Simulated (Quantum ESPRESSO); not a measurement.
**C (Diamond): phonon frequency against volume, with a fit**

Wanted: a fit of frequency against volume for C (Diamond), tested on a run that is left out of it.

Method: DFT PBE, scalar-relativistic, plane waves, PseudoDojo norm-conserving pseudopotentials, in Quantum ESPRESSO 7.5.

## (1) The relaxed structure

It takes space group Fd-3m (No. 227, cubic). Conventional cell: a = 3.572 Å, b = 3.572 Å, c = 3.572 Å, α = 90.00°, β = 90.00°, γ = 90.00°. C has 4 C at 1.55 Å nearest.

This is the cell after its relaxation at this level of theory, not the database cell from which that began.

## (2) Runs at several volumes

The relaxed cell is scaled uniformly; in this structure symmetry fixes all atoms, so nothing has to be relaxed anew. Each volume gets a ground state and a response at Γ. Cutoff 90 Ry, k mesh 12×12×12.

From the response at V/V₀ = 0.94:

Log:

```text
[banners, grids, parts of the stress and lines that vanish by symmetry left out]
Program PHONON v.7.5
     Reading xml data from directory:

[...]
Exchange-correlation= PBE
                           (   1   4   3   4   0   0   0)
[...]
kinetic-energy cut-off    =      90.0000  Ry
     charge density cut-off    =     360.0000  Ry
     convergence threshold     =      1.0E-18
[...]
Exchange-correlation= PBE
                           (   1   4   3   4   0   0   0)
[...]
q = (   0.0000000   0.0000000   0.0000000 )
     49 Sym.Ops. (with q -> -q+G )
     G cutoff =  398.7711  (   8363 G-vectors)     FFT grid: ( 32, 32, 32)
     number of k points=    72
[...]
Mode symmetry, O_h (m-3m)  point group:
[...]
Dielectric constant
[...]
End of electric fields calculation
          Dielectric constant in cartesian axis
          (       5.685168681       0.000000000       0.000000000 )
          (       0.000000000       5.685168681      -0.000000000 )
          (       0.000000000      -0.000000000       5.685168681 )
          Effective charges (d Force / dE) in cartesian axis without acoustic sum rule applied (asr)
           atom    1  C     Mean Z*:       -0.00019
      Ex  (       -0.00019       -0.00000        0.00000 )
      Ey  (        0.00000       -0.00019        0.00000 )
      Ez  (        0.00000        0.00000       -0.00019 )
           atom    2  C     Mean Z*:       -0.00019
      Ex  (       -0.00019        0.00000        0.00000 )
      Ey  (       -0.00000       -0.00019        0.00000 )
      Ez  (        0.00000       -0.00000       -0.00019 )
          Effective charges Sum: Mean:       -0.00039
[...]
Effective charges (d Force / dE) in cartesian axis with asr applied:
           atom    1  C     Mean Z*:       -0.00000
[...]
atom    2  C     Mean Z*:        0.00000
[...]
Representation #   1 modes #   1   2   3
[...]
End of self-consistent calculation
     Convergence has been achieved
     Representation #   2 modes #   4   5   6
[...]
End of self-consistent calculation
     Convergence has been achieved
[...]
Dielectric constant in cartesian axis
          (       5.685168681       0.000000000       0.000000000 )
          (       0.000000000       5.685168681      -0.000000000 )
          (       0.000000000      -0.000000000       5.685168681 )
          Effective charges (d Force / dE) in cartesian axis without acoustic sum rule applied (asr)
           atom    1  C     Mean Z*:       -0.00019
      Ex  (       -0.00019       -0.00000        0.00000 )
      Ey  (        0.00000       -0.00019        0.00000 )
      Ez  (        0.00000        0.00000       -0.00019 )
           atom    2  C     Mean Z*:       -0.00019
      Ex  (       -0.00019        0.00000        0.00000 )
      Ey  (       -0.00000       -0.00019        0.00000 )
      Ez  (        0.00000       -0.00000       -0.00019 )
          Effective charges Sum: Mean:       -0.00039
[...]
Effective charges (d Force / dE) in cartesian axis with asr applied:
           atom    1  C     Mean Z*:       -0.00000
[...]
atom    2  C     Mean Z*:        0.00000
[...]
q = (    0.000000000   0.000000000   0.000000000 )
[...]
freq (    1) =      -0.026020 [THz] =      -0.867933 [cm-1]
     freq (    2) =      -0.026020 [THz] =      -0.867933 [cm-1]
     freq (    3) =      -0.026020 [THz] =      -0.867933 [cm-1]
     freq (    4) =      41.126170 [THz] =    1371.821375 [cm-1]
     freq (    5) =      41.126170 [THz] =    1371.821375 [cm-1]
     freq (    6) =      41.126170 [THz] =    1371.821375 [cm-1]
[...]
Mode symmetry, O_h (m-3m)  point group:
     freq (   1-   3) =         -0.9  [cm-1]   --> T_1u G_15  G_4- I
     freq (   4-   6) =       1371.8  [cm-1]   --> T_2g G_25' G_5+ R

   JOB DONE.
```

One volume, V/V₀ = 1.03, is held back as a test.

| V/V₀ | volume (Å³/atom) | pressure (GPa) | ω (cm⁻¹) |
| --- | --- | --- | --- |
| 0.94 | 5.357 | 29.99 | 1371.82 |
| 0.97 | 5.527 | 13.93 | 1329.77 |
| 1 | 5.698 | 0.00 | 1290.11 |
| 1.03 | 5.869 | -12.10 | held back |
| 1.06 | 6.040 | -22.61 | 1217.19 |

## (3) The fit

The mode Grüneisen parameter is γ = −d ln ω / d ln V.

| ln(V/V₀) | ln ω |
| --- | --- |
| -0.0619 | 7.2239 |
| -0.0305 | 7.1928 |
| 0.0000 | 7.1625 |
| 0.0583 | 7.1043 |

A straight line through these points has the slope -0.996, so γ = 1.00; at V/V₀ = 1.03 it predicts ω = exp(7.1624 − 0.0294) = 1252.57 cm⁻¹.

A parabola of pressure against ln V through V/V₀ = 0.97, 1 and 1.03 gives the bulk modulus B = −dP/d ln V = 433 GPa at V₀. With ω₀ from the fitted line the pressure coefficient follows as dω/dP = γ ω₀ / B = 1.00 × 1290.0 / 433 = 2.97 cm⁻¹/GPa.

## (4) The run that was held back

Log:

```text
[banners, grids, parts of the stress and lines that vanish by symmetry left out]
[banner, memory and clock lines left out]
Program PHONON v.7.5

[...]
Exchange-correlation= PBE
                           (   1   4   3   4   0   0   0)
[...]
kinetic-energy cut-off    =      90.0000  Ry
     charge density cut-off    =     360.0000  Ry
     convergence threshold     =      1.0E-18
[...]
Exchange-correlation= PBE
                           (   1   4   3   4   0   0   0)
[...]
q = (   0.0000000   0.0000000   0.0000000 )
     49 Sym.Ops. (with q -> -q+G )
     G cutoff =  423.8348  (   9185 G-vectors)     FFT grid: ( 32, 32, 32)
     number of k points=    72
[...]
Mode symmetry, O_h (m-3m)  point group:
[...]
Dielectric constant
[...]
End of electric fields calculation
          Dielectric constant in cartesian axis
          (       5.826089795      -0.000000000      -0.000000000 )
          (       0.000000000       5.826089795      -0.000000000 )
          (      -0.000000000      -0.000000000       5.826089795 )
          Effective charges (d Force / dE) in cartesian axis without acoustic sum rule applied (asr)
           atom    1  C     Mean Z*:       -0.00020
      Ex  (       -0.00020        0.00000       -0.00000 )
      Ey  (        0.00000       -0.00020       -0.00000 )
      Ez  (        0.00000       -0.00000       -0.00020 )
           atom    2  C     Mean Z*:       -0.00020
      Ex  (       -0.00020       -0.00000        0.00000 )
      Ey  (       -0.00000       -0.00020       -0.00000 )
      Ez  (        0.00000       -0.00000       -0.00020 )
[...]
Representation #   1 modes #   1   2   3
[...]
End of self-consistent calculation
     Convergence has been achieved
     Representation #   2 modes #   4   5   6
[...]
End of self-consistent calculation
     Convergence has been achieved
[...]
Dielectric constant in cartesian axis
          (       5.826089795      -0.000000000      -0.000000000 )
          (       0.000000000       5.826089795      -0.000000000 )
          (      -0.000000000      -0.000000000       5.826089795 )
          Effective charges (d Force / dE) in cartesian axis without acoustic sum rule applied (asr)
           atom    1  C     Mean Z*:       -0.00020
      Ex  (       -0.00020        0.00000       -0.00000 )
      Ey  (        0.00000       -0.00020       -0.00000 )
      Ez  (        0.00000       -0.00000       -0.00020 )
           atom    2  C     Mean Z*:       -0.00020
      Ex  (       -0.00020       -0.00000        0.00000 )
      Ey  (       -0.00000       -0.00020       -0.00000 )
      Ez  (        0.00000       -0.00000       -0.00020 )
          Effective charges Sum: Mean:       -0.00040
[...]
Effective charges (d Force / dE) in cartesian axis with asr applied:
           atom    1  C     Mean Z*:        0.00000
[...]
atom    2  C     Mean Z*:        0.00000
[...]
q = (    0.000000000   0.000000000   0.000000000 )
[...]
freq (    1) =      -0.032733 [THz] =      -1.091846 [cm-1]
     freq (    2) =      -0.032733 [THz] =      -1.091846 [cm-1]
     freq (    3) =      -0.032733 [THz] =      -1.091846 [cm-1]
     freq (    4) =      37.552944 [THz] =    1252.631394 [cm-1]
     freq (    5) =      37.552944 [THz] =    1252.631394 [cm-1]
     freq (    6) =      37.552944 [THz] =    1252.631394 [cm-1]
[...]
Mode symmetry, O_h (m-3m)  point group:
     freq (   1-   3) =         -1.1  [cm-1]   --> T_1u G_15  G_4- I
     freq (   4-   6) =       1252.6  [cm-1]   --> T_2g G_25' G_5+ R
```

It gives 1252.63 cm⁻¹ against the predicted 1252.57 cm⁻¹, a miss of 0.06 cm⁻¹.

## (5) What came out

| Property | Result |
| --- | --- |
| mode Grüneisen parameter | 0.9956 |
| bulk modulus | 433 GPa |
| pressure coefficient | 2.97 cm⁻¹/GPa |

The highest optical mode of C (Diamond) stiffens by 2.97 cm⁻¹ a GPa near the relaxed volume, with γ = 1.00. The power law meets all 5 runs within 0.02 %. Such a coefficient turns a measured shift of this mode into a hydrostatic stress; uniaxial or biaxial stress splits the mode and needs deformation potentials. These are harmonic values at zero temperature for the structure held cubic, which a run at Γ can't show to be stable; the bulk modulus rests on three points.

[Host names and launcher messages were left out of these logs when they were recorded.]

[Logs are printed without paths, hosts, clocks, repeated set-up lines and the standing remarks that a program may print on its own settings, such as how far it seeks lower states.]

[Hosts, paths, dates, database ids (printed as entryN), source tags and the programs' standing remarks are cut or masked in the printed files.]
